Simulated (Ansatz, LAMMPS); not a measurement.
**Localised basis functions on glassy 63GeO2-33Na2O-3Sc2O3 (mol %) (92 atoms)**

Aim: test how closely localised support functions follow the reference on glassy 63GeO2-33Na2O-3Sc2O3 (mol %) (92 atoms), and at what cost. A setting counts as converged where the r.m.s. difference of forces stays under 1 % of the r.m.s. force.

Method: Kohn-Sham DFT, PBE, PAW (set soft_2), plane waves, in Ansatz 0.2.0.

The raw output is cut from this account; settings, times and results stay.

**1. Starting point**

The cell holds 92 atoms: 19 Ge, 20 Na, 2 Sc and 51 O. Cell: a = 10.931 Å, b = 10.931 Å, c = 10.931 Å, α = 90.0°, β = 90.0°, γ = 90.0°. 92 atoms (19 Ge, 20 Na, 2 Sc, 51 O) placed at random at 3.5 g/cm³, melted at 4000 K for 10 ps at fixed volume with the Morse and Coulomb pair potential with partial charges (Pedone, Malavasi, Menziani, Cormack and Segre, J. Phys. Chem. B 110, 11780 (2006)). Quenched from 4000 K to 300 K at 25 K/ps and fixed volume, held 10 ps at zero pressure, then minimised at fixed cell.

Limits known from the start: The quench rate of 25 K/ps is many orders above laboratory rates, so the cell is likely richer in defects and strain than a real sample. The network of bonds at the start is that of the classical potential that made the cell, and needn't be the one that DFT or experiment would give. Only the Γ point is sampled, in a cell whose shortest periodic width is 11 Å.

**2. The classical run that made the cell**

A classical potential supplies the starting structure, since it reaches far longer times than DFT.

This step: classical MD, Morse and Coulomb pair potential with partial charges (Pedone, Malavasi, Menziani, Cormack and Segre, J. Phys. Chem. B 110, 11780 (2006)) (LAMMPS 22 Jul 2025 - Update 4).

in.lmp reads:

```
# melt-quench of Ge19Na20Sc2O51
units metal
atom_style charge
boundary p p p
region box block 0 10.9213 0 10.9213 0 10.9213
create_box 4 box
mass 1 72.6300   # Ge
mass 2 22.9898   # Na
mass 3 44.9559   # Sc
mass 4 15.9990   # O
create_atoms 1 random 19 671748 NULL overlap 1.5 maxtry 2000
create_atoms 2 random 20 671755 NULL overlap 1.5 maxtry 2000
create_atoms 3 random 2 671762 NULL overlap 1.5 maxtry 2000
create_atoms 4 random 51 671769 NULL overlap 1.5 maxtry 2000
pair_style hybrid/overlay pedone 5.5 coul/long 8.0
pair_coeff * * coul/long
pair_coeff 1 4 pedone 0.158118 2.294230 2.261313 5   # Ge-O
pair_coeff 2 4 pedone 0.023363 1.763867 3.006315 5   # Na-O
pair_coeff 3 4 pedone 0.000333 3.144445 3.200000 2.6   # Sc-O
pair_coeff 4 4 pedone 0.042395 1.379316 3.618701 22   # O-O
set type 1 charge 2.4
set type 2 charge 0.6
set type 3 charge 1.8
set type 4 charge -1.2
kspace_style pppm 1.0e-4
neigh_modify delay 0 every 1 check yes
thermo_style custom step time temp pe press density
thermo_modify norm yes
timestep 0.002
thermo 100
min_style cg
minimize 1e-4 1e-4 200 2000
reset_timestep 0
velocity all create 4000 671749 mom yes dist gaussian
# [... 14 lines left out ...]
thermo 1666
fix md all npt temp 300 300 0.2 iso 0 0 2
run 5000 post no
unfix md
thermo 100
min_style cg
minimize 0 1e-3 2000 20000
write_dump all custom glass.dump id type xs ys zs modify sort id
```

The run is started by

```bash
$ lmp -in in.lmp -log none -nocite
```

Run time: 33 s. Hardware: 1 thread of Intel Xeon Platinum 8488C (Sapphire Rapids), shared host; peak memory 0.07 GiB.

**3. Plane-wave single point**

The first run fixes the reference, at a cutoff of 420 eV.

input.yaml reads:

```yaml
crystal:
  lattice:
    - [10.93102, 0.0, 0.0]
    - [0.0, 10.93102, 0.0]
    - [0.0, 0.0, 10.93102]
  atoms:
    - { symbol: Ge, position: [0.73811, 0.53646, 0.62862] }
    - { symbol: Ge, position: [0.21976, 0.05108, 0.79947] }
    - { symbol: Ge, position: [0.44518, 0.97646, 0.19977] }
    - { symbol: Ge, position: [0.80652, 0.41069, 0.181] }
    - { symbol: Ge, position: [0.14142, 0.98983, 0.23918] }
    - { symbol: Ge, position: [0.50391, 0.03484, 0.89105] }
    - { symbol: Ge, position: [0.71044, 0.55143, 0.93032] }
    - { symbol: Ge, position: [0.65097, 0.08718, 0.393] }
    - { symbol: Ge, position: [0.87564, 0.88178, 0.36143] }
    - { symbol: Ge, position: [0.21107, 0.7174, 0.07269] }
    - { symbol: Ge, position: [0.4643, 0.72649, 0.88956] }
    - { symbol: Ge, position: [0.88878, 0.78796, 0.65443] }
    - { symbol: Ge, position: [0.33255, 0.51759, 0.71865] }
    - { symbol: Ge, position: [0.81081, 0.97661, 0.89013] }
    - { symbol: Ge, position: [0.30114, 0.36302, 0.4644] }
    - { symbol: Ge, position: [0.23729, 0.43338, 0.17584] }
    - { symbol: Ge, position: [0.55432, 0.3315, 0.83419] }
    - { symbol: Ge, position: [0.10684, 0.12749, 0.53248] }
    - { symbol: Ge, position: [0.58272, 0.38862, 0.3946] }
    - { symbol: Na, position: [0.85855, 0.32818, 0.46744] }
    - { symbol: Na, position: [0.86648, 0.28475, 0.72347] }
    - { symbol: Na, position: [0.19319, 0.76043, 0.76542] }
    - { symbol: Na, position: [0.61104, 0.68283, 0.36221] }
    - { symbol: Na, position: [0.0612, 0.37304, 0.67752] }
    - { symbol: Na, position: [0.53902, 0.26385, 0.1198] }
    - { symbol: Na, position: [0.92945, 0.59287, 0.42145] }
    - { symbol: Na, position: [0.59386, 0.85528, 0.64918] }
    - { symbol: Na, position: [0.90069, 0.71015, 0.09947] }
    - { symbol: Na, position: [0.76633, 0.1082, 0.63512] }
    - { symbol: Na, position: [0.03439, 0.91027, 0.00778] }
    - { symbol: Na, position: [0.51825, 0.52485, 0.13576] }
    - { symbol: Na, position: [0.48546, 0.1609, 0.6147] }
    - { symbol: Na, position: [0.28772, 0.1723, 0.064] }
    - { symbol: Na, position: [0.76964, 0.24749, 0.92643] }
    - { symbol: Na, position: [0.03658, 0.26489, 0.27195] }
    - { symbol: Na, position: [0.67392, 0.78446, 0.13319] }
    - { symbol: Na, position: [0.25962, 0.35625, 0.91771] }
    - { symbol: Na, position: [0.86509, 0.06793, 0.15194] }
    - { symbol: Na, position: [0.36178, 0.67802, 0.32393] }
    - { symbol: Sc, position: [0.01534, 0.56953, 0.84653] }
    - { symbol: Sc, position: [0.02042, 0.23661, 0.99094] }
    - { symbol: O, position: [0.66015, 0.51875, 0.76247] }
    - { symbol: O, position: [0.36625, 0.3836, 0.10431] }
    - { symbol: O, position: [0.65888, 0.47926, 0.50539] }
    - { symbol: O, position: [0.50722, 0.86864, 0.84728] }
    - { symbol: O, position: [0.66386, 0.38914, 0.24961] }
    - { symbol: O, position: [0.96442, 0.1795, 0.56505] }
    - { symbol: O, position: [0.7643, 0.69376, 0.6143] }
    - { symbol: O, position: [0.34463, 0.71545, 0.98936] }
    - { symbol: O, position: [0.87854, 0.47119, 0.61879] }
    - { symbol: O, position: [0.4236, 0.40194, 0.77798] }
    - { symbol: O, position: [0.08307, 0.09424, 0.12998] }
    - { symbol: O, position: [0.91534, 0.85708, 0.51284] }
    - { symbol: O, position: [0.90722, 0.43768, 0.29566] }
    - { symbol: O, position: [0.19297, 0.8467, 0.1586] }
    - { symbol: O, position: [0.65053, 0.26715, 0.72987] }
    - { symbol: O, position: [0.20506, 0.25578, 0.53368] }
    - { symbol: O, position: [0.30562, 0.48216, 0.56868] }
    - { symbol: O, position: [0.67238, 0.23848, 0.4246] }
    - { symbol: O, position: [0.16999, 0.17928, 0.87479] }
    - { symbol: O, position: [0.19391, 0.51675, 0.79038] }
    - { symbol: O, position: [0.66667, 0.03724, 0.87801] }
    - { symbol: O, position: [0.83676, 0.62443, 0.87191] }
    - { symbol: O, position: [0.12679, 0.35837, 0.09561] }
    - { symbol: O, position: [0.58751, 0.65454, 0.9576] }
    - { symbol: O, position: [0.01057, 0.70507, 0.70136] }
    - { symbol: O, position: [0.55276, 0.07134, 0.27052] }
    - { symbol: O, position: [0.77902, 0.53166, 0.08285] }
    - { symbol: O, position: [0.4833, 0.8317, 0.23958] }
    - { symbol: O, position: [0.48242, 0.51125, 0.34396] }
    - { symbol: O, position: [0.78408, 0.01131, 0.35053] }
    - { symbol: O, position: [0.30388, 0.03162, 0.23986] }
    - { symbol: O, position: [0.63491, 0.40406, 0.95119] }
    - { symbol: O, position: [0.79982, 0.75582, 0.31235] }
    - { symbol: O, position: [0.96586, 0.38433, 0.87665] }
    - { symbol: O, position: [0.40478, 0.65172, 0.76046] }
    - { symbol: O, position: [0.90845, 0.09929, 0.90445] }
    - { symbol: O, position: [0.11748, 0.06802, 0.38815] }
    [... 8 atom lines left out ...]
    - { symbol: O, position: [0.15998, 0.04301, 0.65347] }
    - { symbol: O, position: [0.84093, 0.89804, 0.75672] }
    - { symbol: O, position: [0.08633, 0.67854, 0.98752] }
    - { symbol: O, position: [0.50228, 0.20406, 0.91515] }
    - { symbol: O, position: [0.18838, 0.92364, 0.87908] }
    - { symbol: O, position: [0.37809, 0.05896, 0.78642] }
kpoints:
  mp_grid: { grid: [1, 1, 1] }
hamiltonian:
  xc: pbe
scf:
  occupations: { method: fermi_dirac, width: 0.05 }
output:
  forces: true
  stress: true
  populations: true
  dos:
    method: { smearing: { sigma: 0.08 } }
    de: 0.1
    projected: { site_lists: { Ge: [Ge], Na: [Na], O: [O], Sc: [Sc] } }
  eigenvalues: true
  write_density: true
  write_potential: true
  volumetric_format: npy
  elf: true
```

The run is started by

```bash
$ ansatz run input.yaml --threads 8 --pin off --max-ram 15872MiB --backend cpu --events-out ev --progress --plain --runs-dir out
```

The job ended after 8.2 s (8 threads of Intel Xeon Platinum 8488C (Sapphire Rapids), shared host; peak memory 2.2 GiB; 59 s of CPU time).

The program notes that the exchange-correlation potential is rough where the density is thin.

Numbers from this run:

```
free energy                                      : -144569.3186 eV
free energy per atom                             : -1571.4056 eV/atom
SCF cycles                                       : 10
pressure                                         : 7.236 GPa
r.m.s. force component                           : 0.8865 eV/Å
longest force                                    : 2.623 eV/Å
Fermi energy                                     : 5.758 eV
gap (highest filled to lowest empty level) : 2.059 eV
spilling of the projection                       : 0.00463
```

The r.m.s. force component of 0.89 eV/Å and the pressure of 7.2 GPa set the scale for the differences below.

**4. Support functions low**

With localised support functions most steps grow linearly with size, though the diagonalisation grows faster unless the density matrix is cut; this run measures error and cost at this size.

This step: Kohn-Sham DFT, PBE, PAW (set soft_2), localised support functions (low) (Ansatz 0.2.0).

input.yaml, the sections that differ from step 3:

```yaml
scf:
  occupations: { method: fermi_dirac, width: 0.05 }
  eigensolver: { kind: { support_functions: { accuracy: low } } }
  max_iter: 150
output:
  forces: true
  eigenvalues: true
# crystal, kpoints, hamiltonian: as in step 3
```

Run time: 46 s. Hardware: 8 threads; peak memory 4.1 GiB; 5.8 min of CPU time.

The program notes that the band table was not solved further than the SCF left it and it switched symmetry off.

Keys that differ from the reference: support_functions.accuracy = "low" and scf.max_iter = 150.

Forces differ from the reference by 4.7 meV/Å r.m.s., 0.53 % of their size, within a tolerance of 1 %; the energy by -6.2 meV/atom. It took roughly 5.6 times the reference's time (one timing each, with unlike analyses asked), in 14 cycles against 10.

**5. Support functions medium**

With localised support functions most steps grow linearly with size, though the diagonalisation grows faster unless the density matrix is cut; this run measures error and cost at this size. Besides, the program derives a nominal cutoff of 464 eV for this run, against the reference's 420.

This step: Kohn-Sham DFT, PBE, PAW (set soft_2), localised support functions (medium) (Ansatz 0.2.0).

input.yaml, the sections that differ from step 4:

```yaml
scf:
  occupations: { method: fermi_dirac, width: 0.05 }
  eigensolver: { kind: { support_functions: { accuracy: medium } } }
  max_iter: 150
# crystal, kpoints, hamiltonian, output: as in step 4
```

Elapsed: 51 s, on 8 threads; peak memory 4.1 GiB; 6.5 min of CPU time.

Keys that differ from the reference: support_functions.accuracy = "medium" and scf.max_iter = 150.

Forces differ from the reference by 4.8 meV/Å r.m.s., 0.54 % of their size, within a tolerance of 1 %; the energy by -6.2 meV/atom. It took roughly 6.3 times the reference's time (one timing each, with unlike analyses asked), in 15 cycles against 10.

**6. Support functions medium, radius 3.14 Å**

The radius confines each support function; a larger one gives more freedom and more work per atom.

input.yaml, the sections that differ from step 5:

```yaml
scf:
  occupations: { method: fermi_dirac, width: 0.05 }
  eigensolver: { kind: { support_functions: { accuracy: medium, radius: 3.14 } } }
  max_iter: 150
# crystal, kpoints, hamiltonian, output: as in step 5
```

It took 3.4 s on 8 threads; peak memory 0.45 GiB.

The program refuses radii under 3.52 Å for these atoms at this level.

**7. Support functions medium, radius 3.59 Å**

The radius confines each support function; a larger one gives more freedom and more work per atom. Besides, the program derives a nominal cutoff of 464 eV for this run, against the reference's 420.

input.yaml, the sections that differ from step 6:

```yaml
scf:
  occupations: { method: fermi_dirac, width: 0.05 }
  eigensolver: { kind: { support_functions: { accuracy: medium, radius: 3.59 } } }
  max_iter: 150
# crystal, kpoints, hamiltonian, output: as in step 6
```

The job ended after 47 s (8 threads; peak memory 4 GiB).

Keys that differ from the reference: support_functions.accuracy = "medium", support_functions.radius = 3.59 and scf.max_iter = 150.

Forces differ from the reference by 4.8 meV/Å r.m.s., 0.54 % of their size, within a tolerance of 1 %; the energy by -6.2 meV/atom. It took roughly 5.8 times the reference's time (one timing each, with unlike analyses asked), in 15 cycles against 10.

**8. Support functions medium, radius 3.85 Å**

input.yaml, the sections that differ from step 7:

```yaml
scf:
  occupations: { method: fermi_dirac, width: 0.05 }
  eigensolver: { kind: { support_functions: { accuracy: medium, radius: 3.85 } } }
  max_iter: 150
# crystal, kpoints, hamiltonian, output: as in step 7
```

Wall time 60 s (8 threads); peak memory 4.5 GiB; 7.6 min of CPU time.

Keys that differ from the reference: support_functions.accuracy = "medium", support_functions.radius = 3.85 and scf.max_iter = 150.

Forces differ from the reference by 4.8 meV/Å r.m.s., 0.55 % of their size, within a tolerance of 1 %; the energy by -6.2 meV/atom. It took roughly 7.4 times the reference's time (one timing each, with unlike analyses asked), in 16 cycles against 10.

**9. Changed: scf.n_extra_bands = 8**

Changed here: scf.n_extra_bands = 8.

This step: Kohn-Sham DFT, PBE, PAW (set soft_2), plane waves (Ansatz 0.2.0).

input.yaml, the sections that differ from step 8:

```yaml
scf:
  occupations: { method: fermi_dirac, width: 0.05 }
  n_extra_bands: 8
output:
  forces: true
  stress: true
  populations: intrinsic
  dos:
    method: { smearing: { sigma: 0.1 } }
    de: 0.1
    projected: { site_lists: { Ge: [Ge], Na: [Na], O: [O], Sc: [Sc] } }
  eigenvalues: true
# crystal, kpoints, hamiltonian: as in step 8
```

Run time: 6.8 s. Hardware: 8 threads; peak memory 2.1 GiB.

Forces differ from the reference by 0.006 meV/Å r.m.s., 7.0e-4 % of their size, well within a tolerance of 1 %.

**10. What each setting buys**

Each row is set against the plane-wave reference (Kohn-Sham DFT, PBE, PAW (set soft_2), plane waves; r.m.s. force component 0.886 eV/Å). Energies are set beside the reference only for runs with its functional, potentials and electron count. Times are for 8 threads of Intel Xeon Platinum 8488C (Sapphire Rapids), shared host. The reference's time includes the DOS, ELF, the stress and grids, which some other runs skip.

```tsv
run	Δ force, r.m.s. (meV/Å)	share of r.m.s. force (%)	Δ energy (meV/atom)	Δ pressure (GPa)	Δ gap (eV)	cycles	time	host memory (GiB)
reference	-	-	-	-	-	10	8.2 s	2.2
support functions low	4.73	0.533	-6.21	-	7.0e-4	14	46 s	4.1
support functions medium	4.78	0.539	-6.23	-	5.0e-4	15	51 s	4.1
support functions medium, radius 3.59 Å	4.77	0.538	-6.23	-	5.0e-4	15	47 s	4.0
support functions medium, radius 3.85 Å	4.84	0.546	-6.23	-	6.0e-4	16	60 s	4.5
scf.n_extra_bands = 8	0.006	7.0e-4	0	0	0	10	6.8 s	2.1
```

(Continued in part 2 of 2.)

[Long decimals in the printed logs are rounded to 6 places.]

[Logs are printed without paths, hosts, clocks, repeated set-up lines and the standing remarks that a program may print on its own settings, such as how far it seeks lower states.]

[Hosts, paths, dates, database ids (printed as entryN), source tags and the programs' standing remarks are cut or masked in the printed files.]
